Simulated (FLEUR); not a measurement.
# free-standing square Eu monolayer, spacing 3.816 A: which magnetic order is lowest, part 2 of 3

A self-consistent run ends on one state, which hangs on the start. Several orders of free-standing square Eu monolayer, spacing 3.816 A are started in FLEUR and their energies compared.

FLEUR MaX-R8.1; LDA (VWN) with U = 3.6 eV on Eu f; all-electron FLAPW film, Dirac cores, scalar-relativistic bands.

So far, largest spin moment in the muffin-tin sphere (μB): step 2 (order 1, typed as ferro +) 7.02; step 3 (start 2: antiferro q=(1/2,1/2,0) +-) 6.98.

## 4. Start 3: antiferro q=(0,1/2,0) +-

Reversing part of the moments tests the sign of the couplings between them.

This order needs a doubled cell of 2 atoms. The mesh is halved along the doubled vector, so that both cells sample the same points. The k list default-1 (kpts.xml, not shown) is a Γ-centred 8×4×1 mesh.

inp.xml reads:

```
<?xml version="1.0" encoding="UTF-8" standalone="no"?>
<fleurInput fleurInputVersion="0.39">
   <comment>
      Eu
   </comment>
   <calculationSetup>
      <cutoffs Kmax="3.6" Gmax="10.8" GmaxXC="10.8" numbands="0"/>
      <scfLoop itmax="130" minDistance="0.0001" maxIterBroyd="15" imix="Anderson" alpha="0.03" precondParam="0.0" spinf="2.0" sdNocoIR="T"/>
      <coreElectrons ctail="T" frcor="F" kcrel="0" coretail_lmax="0"/>
      <xcFunctional name="vwn" relativisticCorrections="F"/>
      <magnetism jspins="2"/>
      <soc l_soc="F" theta="0.0" phi="0.0" spav="F"/>
      <expertModes spex="0" secvar="F"/>
      <geometryOptimization l_f="F" forcealpha="1.0" forcemix="BFGS" epsdisp="0.00001" epsforce="0.00001"/>
      <ldaU l_linMix="F" mixParam="0.05" spinf="1.0"/>
   </calculationSetup>
   <cell>
      <bzIntegration valenceElectrons="34.0" mode="hist" fermiSmearingEnergy="0.00110248">
         <kPointListSelection listName="default-1"/>
         <xi:include xmlns:xi="http://www.w3.org/2001/XInclude" href="kpts.xml"> </xi:include>
      </bzIntegration>
      <xi:include xmlns:xi="http://www.w3.org/2001/XInclude" href="sym.xml"> </xi:include>
      <filmLattice scale="1.0" dVac="6.4" dTilda="8.9">
         <bravaisMatrixFilm>
            <row-1>    7.2111948914735997     0.0000000000000000</row-1>
            <row-2>    0.0000000000000000    14.4223897829471994</row-2>
         </bravaisMatrixFilm>
         <vacuumEnergyParameters vacuum="1" spinUp="-.25" spinDown="-.25"/>
      </filmLattice>
   </cell>
   <atomSpecies>
      <species name="Europium (7.000" element="Eu" atomicNumber="63">
         <mtSphere radius="2.8" gridPoints="925" logIncrement="0.014"/>
         <atomicCutoffs lmax="10" lnonsphr="8"/>
         <electronConfig flipSpins="F">
            <coreConfig>(1s1/2) (2s1/2) (2p1/2) (2p3/2) (3s1/2) (3p1/2) (3p3/2) (4s1/2) (3d3/2) (3d5/2) (4p1/2) (4p3/2) (4d3/2) (4d5/2)</coreConfig>
            <valenceConfig>(5s1/2) (5p1/2) (5p3/2) (6s1/2) (4f5/2) (4f7/2)</valenceConfig>
            <stateOccupation state="(4f5/2)" spinUp="3.0" spinDown="0.0"/>
            <stateOccupation state="(4f7/2)" spinUp="4.0" spinDown="0.0"/>
         </electronConfig>
         <energyParameters s="6" p="6" d="5" f="4"/>
         <ldaU l="3" U="3.6" J="0.0" l_amf="F"/>
         <lo type="SCLO" l="0" n="5" eDeriv="0"/>
         <lo type="SCLO" l="1" n="5" eDeriv="0"/>
      </species>
      <species name="Europium (-7.000" element="Eu" atomicNumber="63">
         <mtSphere radius="2.8" gridPoints="925" logIncrement="0.014"/>
         <atomicCutoffs lmax="10" lnonsphr="8"/>
         <electronConfig flipSpins="F">
            <coreConfig>(1s1/2) (2s1/2) (2p1/2) (2p3/2) (3s1/2) (3p1/2) (3p3/2) (4s1/2) (3d3/2) (3d5/2) (4p1/2) (4p3/2) (4d3/2) (4d5/2)</coreConfig>
            <valenceConfig>(5s1/2) (5p1/2) (5p3/2) (6s1/2) (4f5/2) (4f7/2)</valenceConfig>
            <stateOccupation state="(4f5/2)" spinUp="0.0" spinDown="3.0"/>
            <stateOccupation state="(4f7/2)" spinUp="0.0" spinDown="4.0"/>
         </electronConfig>
         <energyParameters s="6" p="6" d="5" f="4"/>
         <ldaU l="3" U="3.6" J="0.0" l_amf="F"/>
         <lo type="SCLO" l="0" n="5" eDeriv="0"/>
         <lo type="SCLO" l="1" n="5" eDeriv="0"/>
      </species>
   </atomSpecies>
   <atomGroups>
      <atomGroup species="Europium (7.000">
         <filmPos label="                   1">.0000000000 .0000000000 .0000000000</filmPos>
         <force calculate="T" relaxXYZ="TTT"/>
      </atomGroup>
      <atomGroup species="Europium (-7.000">
         <filmPos label="                   2">.0000000000 1.000/2.000 .0000000000</filmPos>
         <force calculate="T" relaxXYZ="TTT"/>
      </atomGroup>
   </atomGroups>
   <output dos="F" band="F" slice="F">
      <bandDOS minEnergy="-.5*Htr" maxEnergy="0.5*Htr" sigma="0.015" storeEVData="T"/>
      <plotting iplot="0" polar="F">
         <plot TwoD="T" vec1="  1.0  0.0  0.0" vec2="  0.0  1.0  0.0" vec3="  0.0  0.0  1.0" zero="  0.0  0.0 -0.5" file="plot"/>
      </plotting>
      <moessbauerParams electricFieldGradient="F" isomerShift="F" coreHyperfine="F" valenceHyperfine="F"/>
   </output>
</fleurInput>
```

crystal.txt reads:

```
Eu
&input film=T cartesian=F /
3.81600000000  0.00000000000  0.00000000000
0.00000000000  7.63200000000  0.00000000000
0.00000000000  0.00000000000  1.00000000000
1.8897261246
1.0 1.0 1.0

2
63 0.00000000000  0.00000000000  0.00000000000 : 7.000
63 0.00000000000  0.50000000000  0.00000000000 : -7.000

&kpt div1=8 div2=4 div3=1 gamma=T /
```

Launch:

```sh
OMP_NUM_THREADS=1 inpgen -f crystal.txt > inpgen.log  # inp.xml is then edited as shown
OMP_NUM_THREADS=1 mpirun -n 4 fleur_MPI > fleur.log
```

The log of the run:

```text
[banner, memory and clock lines left out]
Welcome to FLEUR        (www.flapw.de)
      MaX-Release 8.1          (www.max-centre.eu)

 ========== k-point set info ==========
 Selected k-point list: default-1
 k-point list type: mesh
 0 x 0 x 0
 Number of k points: 16

 [... set-up left out ...]
 Iteration:     1   Distance:       3.72586336 me/bohr^3
 Iteration:     2   Distance:       3.58194138 me/bohr^3
 Iteration:     3   Distance:       1.25441417 me/bohr^3
 Iteration:     4   Distance:       1.30258922 me/bohr^3
 Iteration:     5   Distance:       0.33104998 me/bohr^3
[...]
[... left out ...]
            <freeEnergy value="-21690.1402298561"/>
            <extrapolationTo0K value="-21690.1400510532"/>
         </totalEnergy>
         [... left out ...]
         <ldaUDensityMatrixConvergence>
            <distance spin="1" distance="0.000001"/>
            <distance spin="2" distance="0.000001"/>
         </ldaUDensityMatrixConvergence>
         <densityConvergence units="me/bohr^3">
            <chargeDensity spin="1" distance="0.0000467704"/>
            <chargeDensity spin="2" distance="0.0000337431"/>
            <overallChargeDensity distance="0.0000455336"/>
            <spinDensity distance="0.0000676670"/>
         </densityConvergence>
      </iteration>
```

Wall time 45 s (4 MPI ranks of Arm Neoverse V2, shared host); peak memory 0.51 GiB; 3 min of CPU time.

Spin moment in the muffin-tin sphere by atom:

| atom | spin moment in the muffin-tin sphere (μB) |
| --- | --- |
| Eu1 | 7.03 |
| Eu2 | -7.03 |

Read from the output:

* free energy: -590218.7835 eV
* program's band gap on this mesh (in a metal only a level spacing): 0.06321 eV
* magnetization: 0 μB
* final state: antiferromagnetic

It lies 6.64 meV a seeded atom under the first start, and its largest moment is 7.03 μB against 7.02 μB.

## 5. Order 4, typed as no spin polarisation

A spinless run shows what the cell costs with no moments; under a U that can hold a penalty on part-filled orbitals beside the lost exchange.

The k list default-1 (kpts.xml, not shown) is a Γ-centred 8×8×1 mesh.

inp.xml reads:

```
<?xml version="1.0" encoding="UTF-8" standalone="no"?>
<fleurInput fleurInputVersion="0.39">
   <comment>
      Eu
   </comment>
   <calculationSetup>
      <cutoffs Kmax="3.6" Gmax="10.8" GmaxXC="10.8" numbands="0"/>
      <scfLoop itmax="130" minDistance="0.0001" maxIterBroyd="15" imix="Anderson" alpha="0.03" precondParam="0.0" spinf="2.0" sdNocoIR="T"/>
      <coreElectrons ctail="T" frcor="F" kcrel="0" coretail_lmax="0"/>
      <xcFunctional name="vwn" relativisticCorrections="F"/>
      <magnetism jspins="1"/>
      <soc l_soc="F" theta="0.0" phi="0.0" spav="F"/>
      <expertModes spex="0" secvar="F"/>
      <geometryOptimization l_f="F" forcealpha="1.0" forcemix="BFGS" epsdisp="0.00001" epsforce="0.00001"/>
      <ldaU l_linMix="F" mixParam="0.05" spinf="1.0"/>
   </calculationSetup>
   <cell>
      <bzIntegration valenceElectrons="17.0" mode="hist" fermiSmearingEnergy="0.00110248">
         <kPointListSelection listName="default-1"/>
         <xi:include xmlns:xi="http://www.w3.org/2001/XInclude" href="kpts.xml"> </xi:include>
      </bzIntegration>
      <xi:include xmlns:xi="http://www.w3.org/2001/XInclude" href="sym.xml"> </xi:include>
      <filmLattice scale="1.0" dVac="6.4" dTilda="8.9">
         <bravaisMatrixFilm>
            <row-1>    7.2111948914735997     0.0000000000000000</row-1>
            <row-2>    0.0000000000000000     7.2111948914735997</row-2>
         </bravaisMatrixFilm>
         <vacuumEnergyParameters vacuum="1" spinUp="-.25" spinDown="-.25"/>
      </filmLattice>
   </cell>
   <atomSpecies>
      <species name="Europium (Eu)" element="Eu" atomicNumber="63">
         <mtSphere radius="2.8" gridPoints="925" logIncrement="0.014"/>
         <atomicCutoffs lmax="10" lnonsphr="8"/>
         <electronConfig flipSpins="F">
            <coreConfig>(1s1/2) (2s1/2) (2p1/2) (2p3/2) (3s1/2) (3p1/2) (3p3/2) (4s1/2) (3d3/2) (3d5/2) (4p1/2) (4p3/2) (4d3/2) (4d5/2)</coreConfig>
            <valenceConfig>(5s1/2) (5p1/2) (5p3/2) (6s1/2) (4f5/2) (4f7/2)</valenceConfig>
            <stateOccupation state="(4f5/2)" spinUp="1.500000" spinDown="1.500000"/>
            <stateOccupation state="(4f7/2)" spinUp="2.000000" spinDown="2.000000"/>
         </electronConfig>
         <energyParameters s="6" p="6" d="5" f="4"/>
         <ldaU l="3" U="3.6" J="0.0" l_amf="F"/>
         <lo type="SCLO" l="0" n="5" eDeriv="0"/>
         <lo type="SCLO" l="1" n="5" eDeriv="0"/>
      </species>
   </atomSpecies>
   <atomGroups>
      <atomGroup species="Europium (Eu)">
         <filmPos label="                   1">.0000000000 .0000000000 .0000000000</filmPos>
         <force calculate="T" relaxXYZ="TTT"/>
      </atomGroup>
   </atomGroups>
   <output dos="F" band="F" slice="F">
      <bandDOS minEnergy="-.5*Htr" maxEnergy="0.5*Htr" sigma="0.015" storeEVData="T"/>
      <plotting iplot="0" polar="F">
         <plot TwoD="T" vec1="  1.0  0.0  0.0" vec2="  0.0  1.0  0.0" vec3="  0.0  0.0  1.0" zero="  0.0  0.0 -0.5" file="plot"/>
      </plotting>
      <moessbauerParams electricFieldGradient="F" isomerShift="F" coreHyperfine="F" valenceHyperfine="F"/>
   </output>
</fleurInput>
```

crystal.txt reads:

```
Eu
&input film=T cartesian=F /
3.81600000000  0.00000000000  0.00000000000
0.00000000000  3.81600000000  0.00000000000
0.00000000000  0.00000000000  1.00000000000
1.8897261246
1.0 1.0 1.0

1
63 0.00000000000  0.00000000000  0.00000000000

&kpt div1=8 div2=8 div3=1 gamma=T /
```

The log of the run:

```text
[banner, memory and clock lines left out]
Welcome to FLEUR        (www.flapw.de)
      MaX-Release 8.1          (www.max-centre.eu)

 ========== k-point set info ==========
 Selected k-point list: default-1
 k-point list type: mesh
 0 x 0 x 0
 Number of k points: 16

 [... set-up left out ...]
 no density matrix found ... skipping LDA+U
 Reset of history
 Iteration:     1   Distance:      73.98291518 me/bohr^3
 Iteration:     2   Distance:      70.36033736 me/bohr^3
 Iteration:     3   Distance:      62.08181544 me/bohr^3
 Iteration:     4   Distance:      53.83021064 me/bohr^3
[...]
<sumOfEigenvalues value="    -6700.9922842199">
               <coreElectrons value="-6691.2956852993"/>
               <valenceElectrons value="-9.6965989206"/>
            </sumOfEigenvalues>
         [... left out ...]
            <freeEnergy value="-10844.6877913882"/>
            <extrapolationTo0K value="-10844.6871971311"/>
         </totalEnergy>
         [... left out ...]
         <ldaUDensityMatrixConvergence>
            <distance spin="1" distance="0.000003"/>
         </ldaUDensityMatrixConvergence>
         <densityConvergence units="me/bohr^3">
            <chargeDensity spin="1" distance="0.0000914029"/>
         </densityConvergence>
      </iteration>
```

Wall time 12 s (4 MPI ranks); peak memory 0.19 GiB.

Read from the output:

| Property | Result |
| --- | --- |
| free energy | -295098.9882 eV |
| program's band gap on this mesh (in a metal only a level spacing) | 0.008291 eV |
| final state | non-magnetic (no spin polarisation) |

It lies 10397 meV a seeded atom over the first start.

## 6. Another try

A slip in the input shows what the program catches and what it lets pass.

inp.xml reads:

```
<?xml version="1.0" encoding="UTF-8" standalone="no"?>
<fleurInput fleurInputVersion="0.39">
   <comment>
      Eu
   </comment>
   <calculationSetup>
      <cutoffs Kmax="1.6" Gmax="4.8" GmaxXC="4.8" numbands="0"/>
      <scfLoop itmax="75" minDistance="0.0001" maxIterBroyd="15" imix="Anderson" alpha="0.03" precondParam="0.0" spinf="2.0" sdNocoIR="T"/>
      <coreElectrons ctail="T" frcor="F" kcrel="0" coretail_lmax="0"/>
      <xcFunctional name="vwn" relativisticCorrections="F"/>
      <magnetism jspins="2"/>
      <soc l_soc="F" theta="0.0" phi="0.0" spav="F"/>
      <expertModes spex="0" secvar="F"/>
      <geometryOptimization l_f="F" forcealpha="1.0" forcemix="BFGS" epsdisp="0.00001" epsforce="0.00001"/>
      <ldaU l_linMix="F" mixParam="0.05" spinf="1.0"/>
   </calculationSetup>
   <cell>
      <bzIntegration valenceElectrons="17.0" mode="hist" fermiSmearingEnergy="0.00110248">
         <kPointListSelection listName="default-1"/>
         <xi:include xmlns:xi="http://www.w3.org/2001/XInclude" href="kpts.xml"> </xi:include>
      </bzIntegration>
      <xi:include xmlns:xi="http://www.w3.org/2001/XInclude" href="sym.xml"> </xi:include>
      <filmLattice scale="1.0" dVac="6.4" dTilda="8.9">
         <bravaisMatrixFilm>
            <row-1>    7.2111948914735997     0.0000000000000000</row-1>
            <row-2>    0.0000000000000000     7.2111948914735997</row-2>
         </bravaisMatrixFilm>
         <vacuumEnergyParameters vacuum="1" spinUp="-.25" spinDown="-.25"/>
      </filmLattice>
   </cell>
   <atomSpecies>
      <species name="Europium (7.000" element="Eu" atomicNumber="63">
         <mtSphere radius="2.8" gridPoints="925" logIncrement="0.014"/>
         <atomicCutoffs lmax="10" lnonsphr="8"/>
         <electronConfig flipSpins="F">
            <coreConfig>(1s1/2) (2s1/2) (2p1/2) (2p3/2) (3s1/2) (3p1/2) (3p3/2) (4s1/2) (3d3/2) (3d5/2) (4p1/2) (4p3/2) (4d3/2) (4d5/2)</coreConfig>
            <valenceConfig>(5s1/2) (5p1/2) (5p3/2) (6s1/2) (4f5/2) (4f7/2)</valenceConfig>
            <stateOccupation state="(4f5/2)" spinUp="3.0" spinDown="0.0"/>
            <stateOccupation state="(4f7/2)" spinUp="4.0" spinDown="0.0"/>
         </electronConfig>
         <energyParameters s="6" p="6" d="5" f="4"/>
         <ldaU l="3" U="3.6" J="0.0" l_amf="F"/>
         <lo type="SCLO" l="0" n="5" eDeriv="0"/>
         <lo type="SCLO" l="1" n="5" eDeriv="0"/>
      </species>
   </atomSpecies>
   <atomGroups>
      <atomGroup species="Europium (7.000">
         <filmPos label="                   1">.0000000000 .0000000000 .0000000000</filmPos>
         <force calculate="T" relaxXYZ="TTT"/>
      </atomGroup>
   </atomGroups>
   <output dos="F" band="F" slice="F">
      <bandDOS minEnergy="-.5*Htr" maxEnergy="0.5*Htr" sigma="0.015" storeEVData="T"/>
      <plotting iplot="0" polar="F">
         <plot TwoD="T" vec1="  1.0  0.0  0.0" vec2="  0.0  1.0  0.0" vec3="  0.0  0.0  1.0" zero="  0.0  0.0 -0.5" file="plot"/>
      </plotting>
      <moessbauerParams electricFieldGradient="F" isomerShift="F" coreHyperfine="F" valenceHyperfine="F"/>
   </output>
</fleurInput>
```

crystal.txt reads:

```
Eu
&input film=T cartesian=F /
3.81600000000  0.00000000000  0.00000000000
0.00000000000  3.81600000000  0.00000000000
0.00000000000  0.00000000000  1.00000000000
1.8897261246
1.0 1.0 1.0

1
63 0.00000000000  0.00000000000  0.00000000000 : 7.000

&kpt div1=8 div2=8 div3=1 gamma=T /
```

The log of the run:

```text
[banner, memory and clock lines left out]
Welcome to FLEUR        (www.flapw.de)
      MaX-Release 8.1          (www.max-centre.eu)

 ========== k-point set info ==========
 Selected k-point list: default-1
 k-point list type: mesh
 0 x 0 x 0
 Number of k points: 16

 [... set-up left out ...]
 Iteration:     1   Distance:     146.43241178 me/bohr^3
 Iteration:     2   Distance:     131.84003736 me/bohr^3
 Iteration:     3   Distance:     118.03067923 me/bohr^3
 Iteration:     4   Distance:     101.28017566 me/bohr^3
 Iteration:     5   Distance:      78.74411046 me/bohr^3
 Iteration:     6   Distance:      70.43479884 me/bohr^3
 Iteration:     7   Distance:      48.38237263 me/bohr^3
 Iteration:     8   Distance:      40.32273571 me/bohr^3
 Iteration:     9   Distance:      39.67271928 me/bohr^3
 Iteration:    10   Distance:      35.87683720 me/bohr^3
[... 33 iterations left out ...]
 Iteration:    44   Distance:       0.01919253 me/bohr^3
 Iteration:    45   Distance:       0.01375578 me/bohr^3
 Iteration:    46   Distance:       0.00245342 me/bohr^3
 Iteration:    47   Distance:       0.00397105 me/bohr^3
 Iteration:    48   Distance:       0.00207951 me/bohr^3
 Iteration:    49   Distance:       0.00143513 me/bohr^3
 Iteration:    50   Distance:       0.00116755 me/bohr^3
 Iteration:    51   Distance:       0.00034187 me/bohr^3
 Iteration:    52   Distance:       0.00029912 me/bohr^3
 Iteration:    53   Distance:       0.00008404 me/bohr^3

 ********************************************************************
 Run finished successfully
 Stop message:
   all done
 ********************************************************************

--- out.xml (last complete iteration) ---
<iteration numberForCurrentRun="   53" overallNumber="   53">
         [... left out ...]
         <bandgap value="0.0000100813" units="eV"/>
         <sumValenceSingleParticleEnergies value="-14.0055814474" units="Htr"/>
         <FermiEnergy value="-0.2565497386" units="Htr"/>
         [... left out ...]
         <magneticMomentsInMTSpheres units="muBohr">
            <globalMagMoment atomType="1" vec="0.00000   0.00000   0.00000"/>
         </magneticMomentsInMTSpheres>
         [... left out ...]
         <totalEnergy value="   -10842.9839205378" units="Htr">
            <sumOfEigenvalues value="    -6732.5208856984">
               <coreElectrons value="-6718.5153042511"/>
               <valenceElectrons value="-14.0055814474"/>
            </sumOfEigenvalues>
         [... left out ...]
            <freeEnergy value="-10842.9841854308"/>
            <extrapolationTo0K value="-10842.9840529843"/>
         </totalEnergy>
         [... left out ...]
         <ldaUDensityMatrixConvergence>
            <distance spin="1" distance="0.000001"/>
            <distance spin="2" distance="0.000004"/>
         </ldaUDensityMatrixConvergence>
         <densityConvergence units="me/bohr^3">
            <chargeDensity spin="1" distance="0.0000285329"/>
            <chargeDensity spin="2" distance="0.0000592031"/>
            <overallChargeDensity distance="0.0000397013"/>
            <spinDensity distance="0.0000840361"/>
         </densityConvergence>
      </iteration>
```

Wall time 12 s (4 MPI ranks); peak memory 0.19 GiB; 47 s of CPU time.

Convergence was reached, yet the input spoils the result.

The fault in the input: a cutoff far too low.

The two runs compared:

| quantity | this run | first run | difference |
| --- | --- | --- | --- |
| largest moment (μB) | 0 | 7.0231 | -7.02 |
| magnetization (μB) | 0 | 7.2493 | -7.25 |
| free energy (eV) | -295052.63 | -295109.39 | 56.8 |

The two runs differ clearly in the largest moment: 0 μB against 7.02 μB.

Too few augmented waves can't hold the states between the spheres; radius times Kmax of 7 to 8 is usual.

## 7. The states side by side

Free energies are divided by the number of seeded atoms, so that cells of unlike size compare. Wavevectors q in the names are fractions of the primitive cell's reciprocal vectors.

Orders:

| start | final state | typed order kept | energy over the lowest (meV a seeded atom) | largest sphere moment (μB) | net moment (μB a primitive cell) | mesh matched | CPU time (s) |
| --- | --- | --- | --- | --- | --- | --- | --- |
| ferro + | ferromagnetic | yes | 6.635 | 7.023 | 7.249 | yes | 60.83 |
| antiferro q=(1/2,1/2,0) +- | antiferromagnetic | yes | 20 | 6.981 | 0 | yes | 151.3 |
| antiferro q=(0,1/2,0) +- | antiferromagnetic | yes | 0 | 7.032 | 0 | yes | 178.5 |
| no spin polarisation | non-magnetic | - | 10404 | 0 | 0 | yes | 47.27 |

(Continued in part 3 of 3.)

[Logs and program files are shortened in this print: banners, set-up blocks, solver, clock and traceback lines can be left out without a mark of their own.]

[Logs are printed without paths, hosts, clocks, repeated set-up lines and the standing remarks that a program may print on its own settings, such as how far it seeks lower states.]

[Hosts, paths, dates, database ids (printed as entryN), source tags and the programs' standing remarks are cut or masked in the printed files.]

[Where a cell is said to come from a database of computed structures, the database is the Materials Project.]
